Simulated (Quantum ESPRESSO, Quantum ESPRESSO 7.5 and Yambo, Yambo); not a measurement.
**TiO2 (Rutile): G0W0 with Yambo, start to end**

How does a plane-wave GW calculation on TiO2 (Rutile) run from the first input to the gap?

Main program and level: Quantum ESPRESSO 7.5 and Yambo 5.3.0; PBE and many-body steps on it, plane waves.

**The experiments to reproduce.**

- Gap 3.05 eV: band gap; bulk crystal (literature experimental value) (quoted in “Hydrogen related defects in titanium dioxide at the interface to palladium”, 2021, arxiv:2112.05953).

- Gap 3.09 ± 0.06 eV: optical gap from Tauc plot assuming indirect allowed transition; UV/vis diffuse reflectance, Kubelka-Munk and Tauc analysis; film (30 nm ALD shell on quartz particles, grown at 200 C, annealed in air at 500 C; rutile-rich with some anatase) on SiO2 (quartz particles) (“Defect-Mediated Crystallization of the Particulate TiO2 Photocatalyst Grown by Atomic Layer Deposition”, 2024, pmc:11726664).

- Gap 3.28 eV: optical bandgap after anatase to rutile transformation; spectroscopic ellipsometry; film (polycrystalline sol-gel film on Si(100), annealed at high temperature below 800 °C) (“Photocatalytic Performance of Sol-Gel Prepared TiO2 Thin Films Annealed at Various Temperatures”, 2023, pmc:10419699).

- Gap 3.03 eV: experimental band gap, quoted; bulk crystal (quoted in “Polaron-induced phonon localization and stiffening in rutile TiO2”, 2016, arxiv:1612.05679).

This is a report of a sequence of runs, with most program output left out.

### 1. The starting structure

Symmetry: P4_2/mnm, No. 136, tetragonal system. Conventional cell: a = 4.592 Å, b = 4.592 Å, c = 2.957 Å, α = 90.00°, β = 90.00°, γ = 90.00°. Nearest to Ti lie 6 O at 1.95 to 1.98 Å. O has 3 Ti at 1.95 to 1.98 Å nearest. Farther neighbours and most contacts between anions are not listed.

The cell and positions come from the Crystallography Open Database and are kept as given unless a step says otherwise.

### 2. Ground state

This step: Quantum ESPRESSO 7.5; DFT, PBE, plane waves, norm-conserving pseudopotentials.

The ground-state density comes first.

File pw.in:

```
&control
  calculation = 'scf'
  prefix = 'x'
  outdir = 'o'
  pseudo_dir = 'pseudo'
/
&system
  ibrav = 0
  nat = 6
  ntyp = 2
  ecutwfc = 76.0
  nbnd = 31
  force_symmorphic = .true.
/
&electrons
  conv_thr = 1e-10
  electron_maxstep = 80
  mixing_beta = 0.5
/
ATOMIC_SPECIES
  Ti 47.867 Ti.upf
  O 15.999 O.upf
CELL_PARAMETERS angstrom
  4.5922000000 0.0000000000 0.0000000000
  0.0000000000 4.5922000000 0.0000000000
  0.0000000000 0.0000000000 2.9574000000
ATOMIC_POSITIONS crystal
  Ti 0.0000000000 0.0000000000 0.0000000000
  Ti 0.5000000000 0.5000000000 0.5000000000
  O 0.3049600000 0.3049600000 0.0000000000
  O 0.1950400000 0.8049600000 0.5000000000
  O 0.6950400000 0.6950400000 0.0000000000
  O 0.8049600000 0.1950400000 0.5000000000
K_POINTS automatic
  4 4 8 0 0 0
```

Launch:

```sh
OMP_NUM_THREADS=1 mpirun -n 4 pw.x -nk 4 -in pw.in > pw.out
```

Run time: 29 s. Hardware: 4 MPI ranks of Arm Neoverse V2, shared host; peak memory 0.37 GiB.

Numbers from this step:

```yaml
total_energy: -5039.8240 eV
gap: 1.917 eV
k_of_the_valence_top: 0, 0, 0
k_of_the_conduction_bottom: 0, 0, 0
least_direct_gap: 1.917 eV
```

The gap is direct, at Γ.

### 3. Bands along the symmetry lines

The cheap functional maps the bands first; the places of the edges decide which points the dearer methods must see.

File pw.in:

```
&control
  calculation = 'bands'
  prefix = 'x'
  outdir = 'o'
  pseudo_dir = 'pseudo'
/
&system
  ibrav = 0
  nat = 6
  ntyp = 2
  ecutwfc = 76.0
  nbnd = 30
  force_symmorphic = .true.
/
&electrons
  conv_thr = 1e-9
  electron_maxstep = 80
  diago_full_acc = .true.
  diago_thr_init = 5e-6
/
ATOMIC_SPECIES
  Ti 47.867 Ti.upf
  O 15.999 O.upf
CELL_PARAMETERS angstrom
  4.5922000000 0.0000000000 0.0000000000
  0.0000000000 4.5922000000 0.0000000000
  0.0000000000 0.0000000000 2.9574000000
ATOMIC_POSITIONS crystal
  Ti 0.0000000000 0.0000000000 0.0000000000
  Ti 0.5000000000 0.5000000000 0.5000000000
  O 0.3049600000 0.3049600000 0.0000000000
  O 0.1950400000 0.8049600000 0.5000000000
  O 0.6950400000 0.6950400000 0.0000000000
  O 0.8049600000 0.1950400000 0.5000000000
K_POINTS crystal
  75
  0.00000000 0.00000000 0.00000000 1
  0.00000000 0.06250000 0.00000000 1
  0.00000000 0.12500000 0.00000000 1
  0.00000000 0.18750000 0.00000000 1
  0.00000000 0.25000000 0.00000000 1
  0.00000000 0.31250000 0.00000000 1
  0.00000000 0.37500000 0.00000000 1
  0.00000000 0.43750000 0.00000000 1
  0.00000000 0.50000000 0.00000000 1
  0.06250000 0.50000000 0.00000000 1
  0.12500000 0.50000000 0.00000000 1
  0.18750000 0.50000000 0.00000000 1
  0.25000000 0.50000000 0.00000000 1
  0.31250000 0.50000000 0.00000000 1
  0.37500000 0.50000000 0.00000000 1
  0.43750000 0.50000000 0.00000000 1
  0.50000000 0.50000000 0.00000000 1
  0.43750000 0.43750000 0.00000000 1
  0.37500000 0.37500000 0.00000000 1
  0.31250000 0.31250000 0.00000000 1
  0.25000000 0.25000000 0.00000000 1
  0.18750000 0.18750000 0.00000000 1
  0.12500000 0.12500000 0.00000000 1
  0.06250000 0.06250000 0.00000000 1
  0.00000000 0.00000000 0.00000000 1
  0.00000000 0.00000000 0.06250000 1
  0.00000000 0.00000000 0.12500000 1
  0.00000000 0.00000000 0.18750000 1
  0.00000000 0.00000000 0.25000000 1
  0.00000000 0.00000000 0.31250000 1
  0.00000000 0.00000000 0.37500000 1
  0.00000000 0.00000000 0.43750000 1
  0.00000000 0.00000000 0.50000000 1
  0.00000000 0.06250000 0.50000000 1
  0.00000000 0.12500000 0.50000000 1
  0.00000000 0.18750000 0.50000000 1
  0.00000000 0.25000000 0.50000000 1
  0.00000000 0.31250000 0.50000000 1
  0.00000000 0.37500000 0.50000000 1
  0.00000000 0.43750000 0.50000000 1
  0.00000000 0.50000000 0.50000000 1
  0.06250000 0.50000000 0.50000000 1
  0.12500000 0.50000000 0.50000000 1
  0.18750000 0.50000000 0.50000000 1
  0.25000000 0.50000000 0.50000000 1
  0.31250000 0.50000000 0.50000000 1
  0.37500000 0.50000000 0.50000000 1
  0.43750000 0.50000000 0.50000000 1
  0.50000000 0.50000000 0.50000000 1
  0.43750000 0.43750000 0.50000000 1
  0.37500000 0.37500000 0.50000000 1
  0.31250000 0.31250000 0.50000000 1
  0.25000000 0.25000000 0.50000000 1
  0.18750000 0.18750000 0.50000000 1
  0.12500000 0.12500000 0.50000000 1
  0.06250000 0.06250000 0.50000000 1
  0.00000000 0.00000000 0.50000000 1
  0.00000000 0.50000000 0.00000000 1
  0.00000000 0.50000000 0.06250000 1
  0.00000000 0.50000000 0.12500000 1
  0.00000000 0.50000000 0.18750000 1
  0.00000000 0.50000000 0.25000000 1
  0.00000000 0.50000000 0.31250000 1
  0.00000000 0.50000000 0.37500000 1
  0.00000000 0.50000000 0.43750000 1
  0.00000000 0.50000000 0.50000000 1
  0.50000000 0.50000000 0.00000000 1
  0.50000000 0.50000000 0.06250000 1
  0.50000000 0.50000000 0.12500000 1
  0.50000000 0.50000000 0.18750000 1
  0.50000000 0.50000000 0.25000000 1
  0.50000000 0.50000000 0.31250000 1
  0.50000000 0.50000000 0.37500000 1
  0.50000000 0.50000000 0.43750000 1
  0.50000000 0.50000000 0.50000000 1
```

Wall time 10 s (4 MPI ranks); peak memory 0.27 GiB.

Numbers from this step:

```
gap                        : 1.917 eV
k of the valence top       : 0, 0, 0
k of the conduction bottom : 0, 0, 0
least direct gap           : 1.917 eV
```

The gap is 1.917 eV, as in the run before at this level.

The electronic bands at the labelled points (eV, zero at the top of the highest filled band):

```tsv
point	band 21	band 22	band 23	band 24	band 25	band 26	band 27	band 28
Γ	-0.71	-0.45	-0.45	0.00	1.92	2.22	2.45	2.55
halfway	-1.43	-1.07	-0.82	-0.23	2.21	2.54	2.77	2.84
X	-1.64	-1.64	-0.74	-0.74	2.59	2.59	3.06	3.06
halfway	-1.48	-1.48	-1.08	-1.08	2.32	2.32	2.81	2.81
M	-1.31	-1.31	-1.06	-1.06	1.96	1.96	2.57	2.57
halfway	-1.73	-1.15	-1.12	-0.40	1.99	2.56	2.63	3.07
Γ	-0.71	-0.45	-0.45	0.00	1.92	2.22	2.45	2.55
halfway	-1.78	-1.48	-1.48	-0.46	2.27	2.60	2.87	3.18
Z	-2.35	-2.35	-1.42	-1.42	3.01	3.01	3.21	3.21
halfway	-1.78	-1.78	-1.61	-1.61	2.49	2.49	3.23	3.23
R	-2.04	-2.04	-1.03	-1.03	1.95	1.95	3.24	3.24
halfway	-1.52	-1.52	-0.88	-0.88	2.21	2.21	3.25	3.25
A	-1.27	-1.27	-0.68	-0.68	2.63	2.63	3.26	3.26
halfway	-1.83	-1.56	-1.38	-1.18	2.14	2.81	3.23	3.24
Z	-2.35	-2.35	-1.42	-1.42	3.01	3.01	3.21	3.21
jump to X	-1.64	-1.64	-0.74	-0.74	2.59	2.59	3.06	3.06
halfway	-1.97	-1.97	-0.85	-0.85	2.60	2.60	3.23	3.23
R	-2.04	-2.04	-1.03	-1.03	1.95	1.95	3.24	3.24
jump to M	-1.31	-1.31	-1.06	-1.06	1.96	1.96	2.57	2.57
halfway	-1.78	-1.78	-1.36	-1.36	2.73	2.73	2.93	2.93
A	-1.27	-1.27	-0.68	-0.68	2.63	2.63	3.26	3.26
```

### 4. Empty states on the mesh, 4×4×4 mesh, 89 bands

The sums over transitions need many empty states on a uniform mesh; this step solves for them.

File pw.in:

```
&control
  calculation = 'nscf'
  prefix = 'x'
  outdir = 'o'
  pseudo_dir = 'pseudo'
/
&system
  ibrav = 0
  nat = 6
  ntyp = 2
  ecutwfc = 76.0
  nbnd = 89
  force_symmorphic = .true.
/
&electrons
  conv_thr = 1e-9
  electron_maxstep = 80
  diago_full_acc = .true.
  diago_thr_init = 5e-6
/
ATOMIC_SPECIES
  Ti 47.867 Ti.upf
  O 15.999 O.upf
CELL_PARAMETERS angstrom
  4.5922000000 0.0000000000 0.0000000000
  0.0000000000 4.5922000000 0.0000000000
  0.0000000000 0.0000000000 2.9574000000
ATOMIC_POSITIONS crystal
  Ti 0.0000000000 0.0000000000 0.0000000000
  Ti 0.5000000000 0.5000000000 0.5000000000
  O 0.3049600000 0.3049600000 0.0000000000
  O 0.1950400000 0.8049600000 0.5000000000
  O 0.6950400000 0.6950400000 0.0000000000
  O 0.8049600000 0.1950400000 0.5000000000
K_POINTS automatic
  4 4 4 0 0 0
```

It took 14 s on 4 MPI ranks; peak memory 0.36 GiB.

Numbers from this step:

* gap: 1.917 eV
* k of the valence top: 0, 0, 0
* k of the conduction bottom: 0, 0, 0
* least direct gap: 1.917 eV
* k points computed: 21
* lowest point of the top converged band, above the valence top: 49.38 eV

On this mesh the gap is 1.917 eV.

### 5. Conversion and set-up

This step: Yambo 5.3.0; conversion and set-up on PBE, plane waves, norm-conserving pseudopotentials.

The states are converted to the many-body program's format and the q mesh is built.

Launch:

```sh
(cd o/x.save; p2y > p2y.log; mv SAVE ../..); yambo > setup.log
```

Run time: 2.3 s. Hardware: 1 MPI rank; peak memory 0.25 GiB.

### 6. Screening and self-energy, 4×4×4 mesh, 89 bands, screening to 95.2 eV

Now the one-shot GW correction: screening in the RPA, then the self-energy of the levels asked for.

This step: G0W0 on PBE, plane waves, norm-conserving pseudopotentials.

File gw1.in:

```
HF_and_locXC
gw0
dyson
ppa
em1d
rim_cut
RandQpts= 1000000
RandGvec= 1 RL
EXXRLvcs= 76 Ry
VXCRLvcs= 304 Ry
Chimod= "HARTREE"
% BndsRnXp
 1 | 89 |
%
NGsBlkXp= 7 Ry
% LongDrXp
 1 | 1 | 1 |
%
% GbndRnge
 1 | 89 |
%
DysSolver= "n"
ExtendOut
PPAPntXp= 27.21138 eV
% QPkrange
 1 | 21 | 15 | 32 |
%
```

Launch:

```sh
OMP_NUM_THREADS=1 mpirun -n 4 yambo -F gw1.in -J gw1 -C gw1 > gw1.log
```

Wall time 13 min (4 MPI ranks); peak memory 3.6 GiB; 51 min of CPU time.

Numbers from this step:

```
G0W0 gap on the mesh                         : 3.317 eV
starting gap on the mesh                     : 1.917 eV
k of the valence top                         : 0, 0, 0
k of the conduction bottom                   : 0, -0.5, -0.5
least direct G0W0 gap on the computed points : 3.401 eV
Z at the valence top                         : 0.7620
Z at the conduction bottom                   : 0.7723
```

The gap on the mesh goes from 1.92 eV to 3.32 eV, a correction of +1.40 eV.

Limits: finite bands, cutoff and mesh; coarse k mesh. v1 is the top filled band, c1 the lowest empty one. Levels before and after the correction, in eV, zero at the valence-band top of each column:

```tsv
	conduction bottom	valence top
Kohn-Sham	1.92	0.00
G0W0	3.32	0.00
```

```tsv
	level	energy (eV)
Kohn-Sham	Γ v3-v2	-0.452
Kohn-Sham	Γ v1	0.000
Kohn-Sham	Γ c1	1.917
Kohn-Sham	Γ c2	2.219
Kohn-Sham	Γ c3	2.453
Kohn-Sham	(0 -0.5 -0.5) v3	-2.038
Kohn-Sham	(0 -0.5 -0.5) v2-v1	-1.032
Kohn-Sham	(0 -0.5 -0.5) c1-c2	1.953
Kohn-Sham	(0 -0.5 -0.5) c3	3.240
G0W0	Γ v3-v2	-0.474
G0W0	Γ v1	0.000
G0W0	Γ c1	3.401
G0W0	Γ c2	3.595
G0W0	Γ c3	3.921
G0W0	(0 -0.5 -0.5) v3	-2.262
G0W0	(0 -0.5 -0.5) v2-v1	-1.213
G0W0	(0 -0.5 -0.5) c1-c2	3.318
G0W0	(0 -0.5 -0.5) c3	4.906
```

### 7. Where the time went

Times are wall times on the hardware named with each run, good to a factor of about two.

```tsv
step	time	share	memory (GiB)
ground state	29 s	4 %	0.37
bands along the symmetry lines	10 s	1 %	0.27
empty states on the mesh	14 s	2 %	0.36
conversion and set-up	2.3 s	0 %	0.25
screening and self-energy	13 min	93 %	3.6
```

### 8. Summary of results

| Quantity | Value |
| --- | --- |
| PBE gap | 1.92 eV, direct |
| G0W0 gap on the mesh | 3.32 eV |
| GW settings | 4×4×4 mesh, 89 bands, screening to 95.2 eV, Godby-Needs plasmon pole |
| known limits | not at the basis limit; coarse k mesh |

In words: G0W0 moves the gap on the mesh from 1.92 eV to 3.32 eV (+1.40 eV), with Z of 0.76 and 0.77 at the edges. G0W0 makes the gap indirect: the least direct gap computed is 3.40 eV. The dearest step here is «screening and self-energy». Against experiment, by G0W0@PBE: the gap of 3.32 eV lies +0.27 eV from the measured 3.05 eV (kind not stated, quoted 2021); the gap of 3.32 eV lies +0.23 eV from the measured 3.09 ± 0.06 eV (indirect, on SiO2 (quartz particles), 2024); the gap of 3.32 eV lies +0.04 eV from the measured 3.28 eV (optical, 2023); the gap of 3.32 eV lies +0.29 eV from the measured 3.03 eV (kind not stated, quoted 2016). An exciton line or allowed optical edge lies below the quasiparticle gap by the binding energy; a forbidden edge can push the onset above it. The calculation has static nuclei and no excitons; a measured gap holds zero-point and thermal motion, which mostly lowers it. Bands and cutoff are finite, so the gap is not at the basis limit. The miss can reach some tenths of an eV and take either sign; the mesh is an error of its own. The 4×4×4 mesh is coarse for this cell, which bears on the long-range parts of exchange and screening.

[Paths, hosts, dates, memory and timing lines, banners, echoed tables and standing remarks are left out of the program output.]

[Logs are printed without paths, hosts, clocks, repeated set-up lines and the standing remarks that a program may print on its own settings, such as how far it seeks lower states.]

[Runs of the session that timed out or met a known fault of the program may be left out.]

[Hosts, paths, dates, database ids (printed as entryN), source tags and the programs' standing remarks are cut or masked in the printed files.]
